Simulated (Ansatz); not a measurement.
# LiY (hypothetical, Pm-3m): phonons against volume

Wanted: mode Grüneisen parameters of LiY (hypothetical) and a free-energy fit over volumes. The crystal structure is hypothetical: it was made by swapping elements on a known structure type.

Main program and level: Ansatz 0.2.0; DFT PBEsol, scalar-relativistic, plane waves, PAW.

This is a report of a sequence of runs, with most program output left out.

## Step 1: Starting point

Symmetry: Pm-3m, No. 221, cubic system. The conventional cell has a = 3.521 Å, b = 3.521 Å, c = 3.521 Å, α = 90.00°, β = 90.00°, γ = 90.00°. Nearest to Y lie 8 Li at 3.05 Å. Nearest to Li lie 8 Y at 3.05 Å. Farther neighbours are not listed.

## Step 2: A first coarse run

Before spending time, one coarse run tells the gap and the pressure of the starting cell.

Contents of input.yaml:

```yaml
crystal:
  lattice:
    - [3.5208, 0.0, 0.0]
    - [0.0, 3.5208, 0.0]
    - [0.0, 0.0, 3.5208]
  atoms:
    - { symbol: "Y", position: [0.5, 0.5, 0.5] }
    - { symbol: Li, position: [0.0, 0.0, 0.0] }
kpoints:
  mp_grid: { grid: [6, 6, 6] }
hamiltonian:
  xc: pbesol
scf:
  occupations: { method: gaussian, width: 0.1 }
output:
  forces: true
  stress: true
  eigenvalues: true
```

Run with:

```bash
ansatz run input.yaml --threads 4 --pin off --max-ram 8192MiB --backend cpu --events-out ev --progress --plain --runs-dir out
```

Run time: 0.3 s. Hardware: 4 threads of Arm Neoverse V2, shared host; peak memory 0.28 GiB; 0.7 s of CPU time.

Numbers from this step:

```yaml
pressure: 5.422 GPa
volume_per_atom: 21.82 Å³
gap_on_the_k_mesh: 0 eV
```

The start is under 5.4 GPa at this level and looks like a metal on this mesh.

## Step 3: Relaxation

Phonons are second derivatives about a minimum, so cell and atoms are relaxed first, inside the symmetry of the start.

input.yaml, the sections that differ from step 2:

```yaml
kpoints:
  mp_grid: { grid: [12, 12, 12] }
relax:
  adjacent_minimum: "off"
  f_tol: 0.005
  max_steps: 80
  cell: { stress_tol: 0.05 }
# crystal, hamiltonian, scf, output: as in step 2
```

Wall time 2.4 s (4 threads); peak memory 0.36 GiB; 8.3 s of CPU time.

Relaxation path:

| step | energy less that of the first step (eV) | largest force component (eV/Å) | pressure (GPa) | volume (Å³) |
| --- | --- | --- | --- | --- |
| 1 | 0.0000 | 0.0000 | 5.44 | 43.64 |
| 2 | -0.0961 | 0.0000 | -0.28 | 50.34 |
| 3 | -0.0965 | 0.0000 | -0.04 | 49.97 |
| 4* | -0.0966 | 0.0000 | -0.04 | 49.97 |

Relaxation steps marked * repeat the geometry before them on a plane-wave basis chosen anew for their cell, so energy and pressure can jump there.

The run keeps the 48 symmetry operations that it works with, so distortions that break them were not tested.

```csv
"conventional cell, symmetrised",before,after,change
a (Å),3.521,3.683,+4.6 %
b (Å),3.521,3.683,+4.6 %
c (Å),3.521,3.683,+4.6 %
volume (Å³/atom),21.82,24.98,+14.5 %
```

Final coordinates:

```
Y Li
1.0
     3.68329    0.00000    0.00000
     0.00000    3.68329    0.00000
     0.00000    0.00000    3.68329
Y Li
1 1
Cartesian
  1.8416 1.8416 1.8416
  0.0000 0.0000 0.0000
```

This step gave:

| Item | Value |
| --- | --- |
| pressure | -0.04259 GPa |
| volume per atom | 24.98 Å³ |

The relaxation ends with a pressure of -0.04 GPa.

## Step 4: A second relaxation

The relaxation is run once more from where the first one ended, as the script does after a large change of volume or of the gap, with mesh and occupations reviewed.

input.yaml: that of step 3 with these lines changed.

```diff
@@ -2,5 +2,5 @@
   lattice:
-    - [3.5208, 0.0, 0.0]
-    - [0.0, 3.5208, 0.0]
-    - [0.0, 0.0, 3.5208]
+    - [3.6832924112, 0.0, 0.0]
+    - [0.0, 3.6832924112, 0.0]
+    - [0.0, 0.0, 3.6832924112]
   atoms:
```

It took 1.5 s on 4 threads; peak memory 0.37 GiB.

Little changed from the start: no atom moved by 0.005 Å and no cell edge by 0.1 %.

## Step 5: Relaxing to small residual forces and stress

The thresholds are tightened for a last relaxation ahead of the phonons, and where mesh or smearing change with them the cell follows.

input.yaml, the sections that differ from step 4:

```yaml
scf:
  occupations: { method: methfessel_paxton, width: 0.15 }
relax:
  adjacent_minimum: "off"
  f_tol: 0.001
  max_steps: 60
  cell: { stress_tol: 0.01 }
# crystal, kpoints, hamiltonian, output: as in step 4
```

Run time: 2.1 s. Hardware: 4 threads; peak memory 0.36 GiB; 7.4 s of CPU time.

Little changed from the start: no atom moved by 0.005 Å and no cell edge by 0.1 %.

This step gave:

```
pressure        : 0.008786 GPa
volume per atom : 24.94 Å³
```

The residual pressure is 0.0088 GPa, small enough for phonons.

## Step 6: Phonons, V/V0 1

Phonons at this volume give one point of F(V, T); meshes stay fixed along the series.

Contents of input.yaml:

```yaml
crystal:
  lattice:
    - [3.6813043728, 0.0, 0.0]
    - [0.0, 3.6813043728, 0.0]
    - [0.0, 0.0, 3.6813043728]
  atoms:
    - { symbol: "Y", position: [0.5, 0.5, 0.5] }
    - { symbol: Li, position: [0.0, 0.0, 0.0] }
kpoints:
  mp_grid: { grid: [12, 12, 12] }
hamiltonian:
  xc: pbesol
scf:
  occupations: { method: methfessel_paxton, width: 0.15 }
output:
  eigenvalues: true
phonons:
  method: dfpt
  qmesh: [4, 4, 4]
  temperatures: { t_max: 1000, t_step: 50 }
  qpath:
    path:
      - [[0.0, 0.0, 0.0], [0.0, 0.5, 0.0], [0.5, 0.5, 0.0], [0.0, 0.0, 0.0], [0.5, 0.5, 0.5], [0.0, 0.5, 0.0]]
      - [[0.5, 0.5, 0.5], [0.5, 0.5, 0.0]]
    npoints: 10
```

Run time: 2.9 min. Hardware: 4 threads; peak memory 1.4 GiB; 11 min of CPU time.

Numbers from this step:

| Property | Result |
| --- | --- |
| Γ frequencies | 0, 0, 0, 332.1, 332.1, 332.1 cm⁻¹ (negative: imaginary) |
| lowest frequency on the path | 0 cm⁻¹ |
| zero-point energy | 0.07146 eV/cell |
| point group | m-3m |
| highest frequency | 345.0 cm⁻¹ |
| Debye temperature from the second moment | 415 K |

No LO-TO term. Phonon branches along the path, in cm⁻¹:

| point | branch 1 | branch 2 | branch 3 | branch 4 | branch 5 | branch 6 |
| --- | --- | --- | --- | --- | --- | --- |
| Γ | 0 | 0 | 0 | 332 | 332 | 332 |
| halfway | 59 | 59 | 78 | 316 | 328 | 328 |
| X | 84 | 84 | 93 | 276 | 324 | 324 |
| halfway | 72 | 74 | 84 | 282 | 298 | 335 |
| M | 63 | 73 | 73 | 274 | 274 | 345 |
| halfway | 54 | 67 | 97 | 308 | 308 | 330 |
| Γ | 0 | 0 | 0 | 332 | 332 | 332 |
| halfway | 83 | 83 | 83 | 302 | 302 | 314 |
| R | 133 | 133 | 133 | 262 | 262 | 262 |
| halfway | 66 | 95 | 104 | 272 | 299 | 309 |
| X | 84 | 84 | 93 | 276 | 324 | 324 |
| jump to R | 133 | 133 | 133 | 262 | 262 | 262 |
| halfway | 94 | 105 | 105 | 266 | 266 | 309 |
| M | 63 | 73 | 73 | 274 | 274 | 345 |

Tetrahedra on 20 20 20, mean over bins of 5 cm⁻¹. Phonon density of states against wavenumber; read off at these points:

```
wavenumber (cm⁻¹)  phonon density of states (1/cm⁻¹/cell)
                2                                  1.0e-5
               12                                  3.0e-4
               22                                 0.00128
               32                                 0.00303
               38                                 0.00441
               48                                  0.0085
               58                                  0.0194
               68                                  0.0632
               78                                  0.0528
               88                                  0.0599
               92                                   0.103
               98                                  0.0337
              108                                  0.0149
              112                                  0.0110
              122                                  0.0057
              132                                  5.9e-4
              142                                       0
              152                                       0
              162                                       0
              172                                       0
              178                                       0
              188                                       0
              198                                       0
              208                                       0
              218                                       0
              228                                       0
              238                                       0
              242                                       0
              252                                       0
              262                                 0.00631
              272                                  0.0330
              282                                  0.0534
              292                                  0.0345
              302                                  0.0325
              312                                  0.0353
              318                                  0.0412
              328                                  0.0831
              338                                  0.0135
              348                                  1.0e-5
```

Harmonic. Thermo, by row:

```
T (K)  F_vib (meV/atom)  S (J/mol-atom/K)  C_V (J/mol-atom/K)
    0             35.73                 0                   0
   50             34.92             4.917               8.293
  100             30.33             12.61               14.25
  150             22.04             19.21               18.28
  200             10.59             24.82               20.61
  250             -3.54             29.58               21.96
  300            -19.95             33.66               22.78
  350            -38.34             37.22               23.32
  400            -58.46             40.36               23.68
  450            -80.11             43.16               23.93
  500            -103.1             45.69               24.11
  550            -127.4                48               24.25
  600            -152.8             50.11               24.36
  650            -179.3             52.07               24.45
  700            -206.8             53.88               24.51
  750            -235.2             55.57               24.57
  800            -264.4             57.16               24.61
  850            -294.4             58.65               24.65
  900            -325.1             60.06               24.68
  950            -356.6              61.4               24.71
 1000            -388.8             62.67               24.73
```

Phonopy on the run's constants, 15x15x15 mesh, Gaussian sigma 2.7 cm⁻¹. Table of modes by wavenumber; read off at these points; values in 1/cm⁻¹/cell:

| wavenumber (cm⁻¹) | Li | Y |
| --- | --- | --- |
| -10.0 | 0 | 0 |
| 0.0 | 1.0e-5 | 1.2e-4 |
| 10.0 | 4.8e-6 | 4.3e-5 |
| 20.0 | 7.3e-5 | 9.4e-4 |
| 30.0 | 1.8e-4 | 0.00249 |
| 40.0 | 3.0e-4 | 0.00450 |
| 50.0 | 5.4e-4 | 0.00897 |
| 60.0 | 0.00154 | 0.0377 |
| 70.0 | 0.00154 | 0.0552 |
| 80.0 | 0.00134 | 0.0505 |
| 90.0 | 0.00122 | 0.0780 |
| 91.4 | 0.0012 | 0.0863 |
| 100.0 | 3.9e-4 | 0.0281 |
| 110.0 | 1.7e-4 | 0.0133 |
| 120.0 | 5.8e-5 | 0.00707 |
| 130.0 | 6.2e-6 | 0.00229 |
| 140.0 | 0 | 7.8e-6 |
| 150.0 | 0 | 0 |
| 160.0 | 0 | 0 |
| 170.0 | 0 | 0 |
| 180.0 | 0 | 0 |
| 190.0 | 0 | 0 |
| 200.0 | 0 | 0 |
| 210.0 | 0 | 0 |
| 220.0 | 0 | 0 |
| 230.0 | 0 | 0 |
| 240.0 | 0 | 0 |
| 250.0 | 0 | 0 |
| 260.0 | 0.00326 | 3.5e-5 |
| 270.0 | 0.0250 | 7.7e-4 |
| 280.0 | 0.0439 | 0.00168 |
| 287.1 | 0.0480 | 0.00143 |
| 290.0 | 0.0345 | 0.00104 |
| 300.0 | 0.0335 | 8.4e-4 |
| 310.0 | 0.0316 | 7.7e-4 |
| 320.0 | 0.0500 | 0.00101 |
| 327.2 | 0.0715 | 0.00176 |
| 330.0 | 0.0581 | 0.00147 |
| 340.0 | 0.0102 | 1.2e-5 |
| 350.0 | 1.8e-4 | 0 |
| 360.0 | 0 | 0 |

No LO-TO term. The modes at Γ (shares of kinetic energy by element, %):

| mode | frequency (cm⁻¹) | symmetry | Y % | Li % |
| --- | --- | --- | --- | --- |
| 1 | 0.0 | T1u | 93 | 7 |
| 2 | 0.0 | T1u | 93 | 7 |
| 3 | 0.0 | T1u | 93 | 7 |
| 4 | 332.1 | T1u | 7 | 93 |
| 5 | 332.1 | T1u | 7 | 93 |
| 6 | 332.1 | T1u | 7 | 93 |

Displacements in mode 4 (332.1 cm⁻¹), the largest set to 1:
```
Y1  -0.08  0.00  0.00
Li2  1.00  0.00  0.00
```

No mode is imaginary beyond numerical noise at the solved wavevectors.

## Step 7: Single point at a scaled cell, V/V0 1.015

Symmetry fixes every atom, so a single point at the scaled cell gives the energy and pressure of this member.

The cell differs from the one that the last finished run ended in (a 3.681 → 3.700 Å, b 3.681 → 3.700 Å, c 3.681 → 3.700 Å).

input.yaml, the sections that differ from step 6:

```yaml
crystal:
  lattice:
    - [3.6996196215, 0.0, 0.0]
    - [0.0, 3.6996196215, 0.0]
    - [0.0, 0.0, 3.6996196215]
  atoms:
    - { symbol: "Y", position: [0.5, 0.5, 0.5] }
    - { symbol: Li, position: [0.0, 0.0, 0.0] }
output:
  forces: true
  stress: true
  eigenvalues: true
# kpoints, hamiltonian, scf: as in step 6
# phonons: removed
```

Wall time 0.67 s (4 threads); peak memory 0.35 GiB.

This step gave:

```
pressure        : -0.4636 GPa
volume per atom : 25.32 Å³
```

The run ends at a pressure of -0.46 GPa.

## Step 8: Lattice dynamics at this volume, V/V0 1.015

The same q-mesh and k-mesh are kept at every volume, so that much of their error can cancel in the differences.

input.yaml, the sections that differ from step 7:

```yaml
output:
  eigenvalues: true
phonons:
  method: dfpt
  qmesh: [4, 4, 4]
  temperatures: { t_max: 1000, t_step: 50 }
  qpath:
    path:
      - [[0.0, 0.0, 0.0], [0.0, 0.5, 0.0], [0.5, 0.5, 0.0], [0.0, 0.0, 0.0], [0.5, 0.5, 0.5], [0.0, 0.5, 0.0]]
      - [[0.5, 0.5, 0.5], [0.5, 0.5, 0.0]]
    npoints: 10
# crystal, kpoints, hamiltonian, scf: as in step 7
```

The job ended after 2.9 min (4 threads; peak memory 1.4 GiB).

No mode is imaginary beyond numerical noise at the solved wavevectors. The highest zone-centre mode (no LO–TO term) moved by -1.5 % for a volume change of +1.5 %.

## Step 9: A cell at another volume, V/V0 0.985

The cell differs from the one that the last finished run ended in (a 3.700 → 3.663 Å, b 3.700 → 3.663 Å, c 3.700 → 3.663 Å).

input.yaml, the sections that differ from step 8:

```yaml
crystal:
  lattice:
    - [3.6628050437, 0.0, 0.0]
    - [0.0, 3.6628050437, 0.0]
    - [0.0, 0.0, 3.6628050437]
  atoms:
    - { symbol: "Y", position: [0.5, 0.5, 0.5] }
    - { symbol: Li, position: [0.0, 0.0, 0.0] }
output:
  forces: true
  stress: true
  eigenvalues: true
# kpoints, hamiltonian, scf: as in step 8
# phonons: removed
```

The job ended after 0.65 s (4 threads; peak memory 0.35 GiB).

The run ends at a pressure of 0.51 GPa.

## Step 10: Lattice dynamics at this volume, V/V0 0.985

input.yaml, the sections that differ from step 9:

```yaml
output:
  eigenvalues: true
phonons:
  method: dfpt
  qmesh: [4, 4, 4]
  temperatures: { t_max: 1000, t_step: 50 }
  qpath:
    path:
      - [[0.0, 0.0, 0.0], [0.0, 0.5, 0.0], [0.5, 0.5, 0.0], [0.0, 0.0, 0.0], [0.5, 0.5, 0.5], [0.0, 0.5, 0.0]]
      - [[0.5, 0.5, 0.5], [0.5, 0.5, 0.0]]
    npoints: 10
# crystal, kpoints, hamiltonian, scf: as in step 9
```

Wall time 2.8 min (4 threads); peak memory 1.4 GiB; 11 min of CPU time.

No mode is imaginary beyond numerical noise at the solved wavevectors. The highest zone-centre mode (no LO–TO term) moved by +1.5 % for a volume change of -1.5 %.

## Step 11: Single point at a scaled cell, V/V0 1.03

The cell differs from the one that the last finished run ended in (a 3.663 → 3.718 Å, b 3.663 → 3.718 Å, c 3.663 → 3.718 Å).

input.yaml, the sections that differ from step 10:

```yaml
crystal:
  lattice:
    - [3.7177553016, 0.0, 0.0]
    - [0.0, 3.7177553016, 0.0]
    - [0.0, 0.0, 3.7177553016]
  atoms:
    - { symbol: "Y", position: [0.5, 0.5, 0.5] }
    - { symbol: Li, position: [0.0, 0.0, 0.0] }
output:
  forces: true
  stress: true
  eigenvalues: true
# kpoints, hamiltonian, scf: as in step 10
# phonons: removed
```

Run time: 0.67 s. Hardware: 4 threads; peak memory 0.35 GiB; 2.1 s of CPU time.

The run ends at a pressure of -0.91 GPa.

## Step 12: Phonons, V/V0 1.03

input.yaml, the sections that differ from step 11:

```yaml
output:
  eigenvalues: true
phonons:
  method: dfpt
  qmesh: [4, 4, 4]
  temperatures: { t_max: 1000, t_step: 50 }
  qpath:
    path:
      - [[0.0, 0.0, 0.0], [0.0, 0.5, 0.0], [0.5, 0.5, 0.0], [0.0, 0.0, 0.0], [0.5, 0.5, 0.5], [0.0, 0.5, 0.0]]
      - [[0.5, 0.5, 0.5], [0.5, 0.5, 0.0]]
    npoints: 10
# crystal, kpoints, hamiltonian, scf: as in step 11
```

It took 3 min on 4 threads; peak memory 1.4 GiB; 11 min of CPU time.

No LO-TO term. The phonon branches at the labelled points (cm⁻¹):

| point | branch 1 | branch 2 | branch 3 | branch 4 | branch 5 | branch 6 |
| --- | --- | --- | --- | --- | --- | --- |
| Γ | 0 | 0 | 0 | 322 | 322 | 322 |
| halfway | 58 | 58 | 75 | 307 | 319 | 319 |
| X | 82 | 82 | 88 | 270 | 316 | 316 |
| halfway | 71 | 73 | 81 | 273 | 290 | 326 |
| M | 62 | 72 | 72 | 264 | 264 | 336 |
| halfway | 54 | 66 | 93 | 298 | 300 | 322 |
| Γ | 0 | 0 | 0 | 322 | 322 | 322 |
| halfway | 81 | 81 | 81 | 294 | 294 | 306 |
| R | 128 | 128 | 128 | 254 | 254 | 254 |
| halfway | 66 | 92 | 101 | 264 | 291 | 300 |
| X | 82 | 82 | 88 | 270 | 316 | 316 |
| jump to R | 128 | 128 | 128 | 254 | 254 | 254 |
| halfway | 93 | 102 | 102 | 257 | 257 | 301 |
| M | 62 | 72 | 72 | 264 | 264 | 336 |

No mode is imaginary beyond numerical noise at the solved wavevectors. The highest zone-centre mode (no LO–TO term) moved by -3.0 % for a volume change of +3.0 %.

## Step 13: Single point at a scaled cell, V/V0 0.97

The cell differs from the one that the last finished run ended in (a 3.718 → 3.644 Å, b 3.718 → 3.644 Å, c 3.718 → 3.644 Å).

input.yaml, the sections that differ from step 12:

```yaml
crystal:
  lattice:
    - [3.6441169377, 0.0, 0.0]
    - [0.0, 3.6441169377, 0.0]
    - [0.0, 0.0, 3.6441169377]
  atoms:
    - { symbol: "Y", position: [0.5, 0.5, 0.5] }
    - { symbol: Li, position: [0.0, 0.0, 0.0] }
output:
  forces: true
  stress: true
  eigenvalues: true
# kpoints, hamiltonian, scf: as in step 12
# phonons: removed
```

Wall time 0.69 s (4 threads); peak memory 0.34 GiB.

The run ends at a pressure of 1.05 GPa.

## Step 14: Phonons, V/V0 0.97

input.yaml, the sections that differ from step 13:

```yaml
output:
  eigenvalues: true
phonons:
  method: dfpt
  qmesh: [4, 4, 4]
  temperatures: { t_max: 1000, t_step: 50 }
  qpath:
    path:
      - [[0.0, 0.0, 0.0], [0.0, 0.5, 0.0], [0.5, 0.5, 0.0], [0.0, 0.0, 0.0], [0.5, 0.5, 0.5], [0.0, 0.5, 0.0]]
      - [[0.5, 0.5, 0.5], [0.5, 0.5, 0.0]]
    npoints: 10
# crystal, kpoints, hamiltonian, scf: as in step 13
```

Wall time 2.8 min (4 threads); peak memory 1.4 GiB; 11 min of CPU time.

No mode is imaginary beyond numerical noise at the solved wavevectors. The highest zone-centre mode (no LO–TO term) moved by +3.0 % for a volume change of -3.0 %.

## Step 15: Single point at a scaled cell, V/V0 1.05

The cell differs from the one that the last finished run ended in (a 3.644 → 3.742 Å, b 3.644 → 3.742 Å, c 3.644 → 3.742 Å).

input.yaml, the sections that differ from step 14:

```yaml
crystal:
  lattice:
    - [3.7416643529, 0.0, 0.0]
    - [0.0, 3.7416643529, 0.0]
    - [0.0, 0.0, 3.7416643529]
  atoms:
    - { symbol: "Y", position: [0.5, 0.5, 0.5] }
    - { symbol: Li, position: [0.0, 0.0, 0.0] }
output:
  forces: true
  stress: true
  eigenvalues: true
# kpoints, hamiltonian, scf: as in step 14
# phonons: removed
```

Run time: 0.68 s. Hardware: 4 threads; peak memory 0.35 GiB.

The run ends at a pressure of -1.45 GPa.

(Continued in part 2 of 2.)

[Logs are printed without paths, hosts, clocks, repeated set-up lines and the standing remarks that a program may print on its own settings, such as how far it seeks lower states.]

[Hosts, paths, dates, database ids (printed as entryN), source tags and the programs' standing remarks are cut or masked in the printed files.]

[A step with changed settings may run another functional than the one named; its input shows which.]


